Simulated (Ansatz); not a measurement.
# K on Ta(110): change of the work function, part 3 of 3

How does one ordered layer of K (hollow site) change the work function of Ta(110), and what dipole does each adsorbate carry?

Ansatz 0.2.0; plane-wave DFT, PBE, Ansatz PAW.

So far, work function, upper face (eV): step 2 (the clean slab) 4.77.

## (3) Adsorbate added (continued)

The density of states has structure finer than the step of the table below, so its rows give means over 0.25 eV. Peaks (eV: height): -1.530: 43.2, -1.230: 45.1, -1.050: 29.9, -0.750: 30.3, -0.270: 30.1, -0.090: 27.3, 0.360: 25.7.

Table of density of states by energy, zero at the Fermi level; means over each step:

energy (eV), density of states (states/eV a cell) and a bar:
```
    -7.75        0.0 
    -7.50        0.2 
    -7.25        0.9 #
    -7.00        0.9 #
    -6.75        0.9 #
    -6.50        0.9 #
    -6.25        1.7 ##
    -6.00        2.3 ##
    -5.75        2.3 ##
    -5.50        2.5 ##
    -5.25        1.5 #
    -5.00        3.3 ###
    -4.75        4.7 ####
    -4.50        4.2 ####
    -4.25        6.9 ######
    -4.00        9.8 #########
    -3.75       11.6 ##########
    -3.50        9.3 ########
    -3.25       14.7 #############
    -3.00       18.2 ################
    -2.75       15.3 ##############
    -2.50       10.7 ##########
    -2.25       10.3 #########
    -2.00        7.6 #######
    -1.75        5.9 #####
    -1.50       33.4 ##############################
    -1.25       32.6 #############################
    -1.00       25.3 #######################
    -0.75       25.6 #######################
    -0.50       23.2 #####################
    -0.25       26.1 #######################
     0.00       23.8 #####################
     0.25       18.8 #################
     0.50       11.6 ##########
     0.75       14.7 #############
     1.00       14.3 #############
     1.25       11.6 ##########
     1.50       12.1 ###########
     1.75       13.8 ############
```

Projected DOS per atom over height of the atomic layer and energy from the Fermi level. Layers: Ta4 Ta4 Ta4 Ta4 K from below.

Ten even steps from '0' (0.00 states/eV) to '9' (2.03 states/eV), each cell a mean:
```
41141
32242
42244
53352
86670
96570
87693
78981
11120
33230
45540
34440
23320
12210
11110
00000
00000
00000
00000
00000
00000
00000
```
Columns: height of the atomic layer (Å) from 9 to 19.1 (not evenly spaced); rows upwards: energy from the Fermi level (eV) from -7.96 to 1.84.

Electrostatic potential energy in the ca plane at fractional y = 0.497, with atoms of Ta and K within 0.2 Å of it. With pseudopotentials it is smooth inside the atoms' cores, unlike the true potential.

Values in eV, 8 rows by 16 columns, each cell a mean:
```
-10   5   5 -17 -35  -1   5   7   8   8   7   7   7   7   7   7
  3   3   4   2  -3   5   2   6   8   6   6   6   7   7   7   7
  1   3   4  -2 -11   4   3   6   6  -4   0   5   6   7   7   7
-14   5   5 -22 -40  -2   5   7   2 -35 -17   5   6   7   7   7
-10   5   5 -17 -35  -1   5   7   3 -30 -14   5   6   7   7   7
  3   3   4   2  -3   5   2   6   6   0   2   6   7   7   7   7
  1   3   4  -2 -11   4   3   6   8   7   6   6   7   7   7   7
-14   5   5 -22 -40  -3   5   7   8   8   7   7   7   7   7   7
```
Columns run along c (16.0 Å, from fractional 0.34 to 0.90 of the cell; values clipped at the 3rd and 97th percentile), rows up along a (5.7 Å). Atoms in or near the plane, at fractional coordinates: Ta at (0.48, 0.00), Ta at (0.48, 0.50), K at (0.67, 0.50).

Valence density in the ca plane at fractional y = 0.497, with atoms of Ta and K within 0.2 Å of it. It is the smooth field of the valence electrons, not physical close to the nuclei.

Ten steps, logarithmic in the rise over the least value, from '0' (0.0 e/Å³) to '9' (4.3 e/Å³), each cell a mean:
```
85444344479998544433321100000000000000000000
64444444457886444443321100000000000000000000
44444444445554444443321100000000000000000000
44444444444444444444321111111000000000000000
44444444445654444444322123443100000000000000
64444444458986444443322246876310000000000000
86444344479998544433322368998520000000000000
96443334579999644333322369998520000000000000
75444444468997544433322358997420000000000000
54444444446775444443322235665210000000000000
44444444444444444444322112332100000000000000
44444444444444444444321111100000000000000000
54444444446775444443321100000000000000000000
85444444469998544433321100000000000000000000
96443334579999644333221100000000000000000000
```
Columns run along c (16.0 Å, from fractional 0.34 to 0.90 of the cell), rows up along a (5.7 Å). Atoms in or near the plane, at fractional coordinates: Ta at (0.48, 0.00), Ta at (0.48, 0.50), K at (0.67, 0.50).

ELF in the ca plane at fractional y = 0.497, with atoms of Ta and K within 0.2 Å of it. It is the smooth field of the valence electrons, not physical close to the nuclei.

Ten even steps from '0' (0.00) to '9' (0.86), each cell a mean:
```
73464455257467345544566654221110000000000000
42554345325774245434566542100000000000000000
34543345532322454434455420000000000000000000
45543345653334554334455200110000000000000000
34543345532332454334553114665200000100000000
42553345336774244334552149999620001110000000
73454454257467345444661289899830000110000000
73465454257257345545661289789840000110000000
52454445337775245444662179999730000110000000
33543345423542344434553037997410001100000000
45543345643233554334454102443100000000000000
45543345643233554333455310000000000000000000
33543345423542344333455531000000000000000000
63454345337776245434566543210000000000000000
73465454257147346544566654321111000000000000
```
Columns run along c (16.0 Å, from fractional 0.34 to 0.90 of the cell), rows up along a (5.7 Å). Atoms in or near the plane, at fractional coordinates: Ta at (0.48, 0.00), Ta at (0.48, 0.50), K at (0.67, 0.50).

The relaxation took 11 steps and lowered the energy by 0.092 eV; the largest force on the free atoms ends at 0.0096 eV/Å.

By hand: a sheet of dipoles makes a step −p/(ε₀A) in the electron's potential. With e/ε₀ = 180.95 V·Å, p = 0.5680 e·Å and A = 30.99 Å², that is −180.95 × (0.5680) / 30.99 = -3.316 eV, and the two vacuum levels of the run differ by -3.317 eV.

The covered face has 1.46 eV, -3.30 eV against the clean one; the bare back face has moved by -0.04 eV, a measure of how thin the slab is.

## (4) Work function against coverage

This step: plane-wave DFT, PBE, Ansatz PAW; work function against coverage (Ansatz 0.2.0).

The runs are now put side by side.

This step gave:

* work function of the clean face: 4.767 eV
* largest change of the work function: -3.305 eV

Table of work function of the covered face by coverage:

```
coverage (adsorbates/nm²)  work function of the covered face (eV)
                     0.00                                    4.77
                     3.23                                    1.46
```

The dipole per adsorbate comes from the change of the cell's dipole. Coverage, by row:

```
coverage (1/nm²)  coverage (ML)  work function (eV)  change (eV)  dipole per adsorbate, positive end outwards (debye)  mean height of the added atoms over the highest substrate atom (Å)
           3.227           0.25               1.462       -3.305                                                2.686                                                               3.156
```

## (5) Results

* work function of the clean face: 4.77 eV
* work function at 0.25 ML: 1.46 eV
* dipole per adsorbate at 0.25 ML, positive end outwards: 2.69 D

K lowers the work function of Ta(110) at the lowest coverage, by 3.30 eV: the adsorbate layer has its positive end outwards. One coverage alone was completed, so no trend follows. The slab has 4 layers, at the tabulated experimental lattice constant, one starting site was run, and quantum-size effects of a slab this thin can reach one or two tenths of an eV.

[Long decimals in the printed logs are rounded to 6 places.]

[Logs are printed without paths, hosts, clocks, repeated set-up lines and the standing remarks that a program may print on its own settings, such as how far it seeks lower states.]

[Hosts, paths, dates, database ids (printed as entryN), source tags and the programs' standing remarks are cut or masked in the printed files.]

[Maps of the electrostatic potential energy from Ansatz leave out the sawtooth potential of an applied field or a dipole correction, so their vacuum need not be flat; planar profiles and work functions include it.]
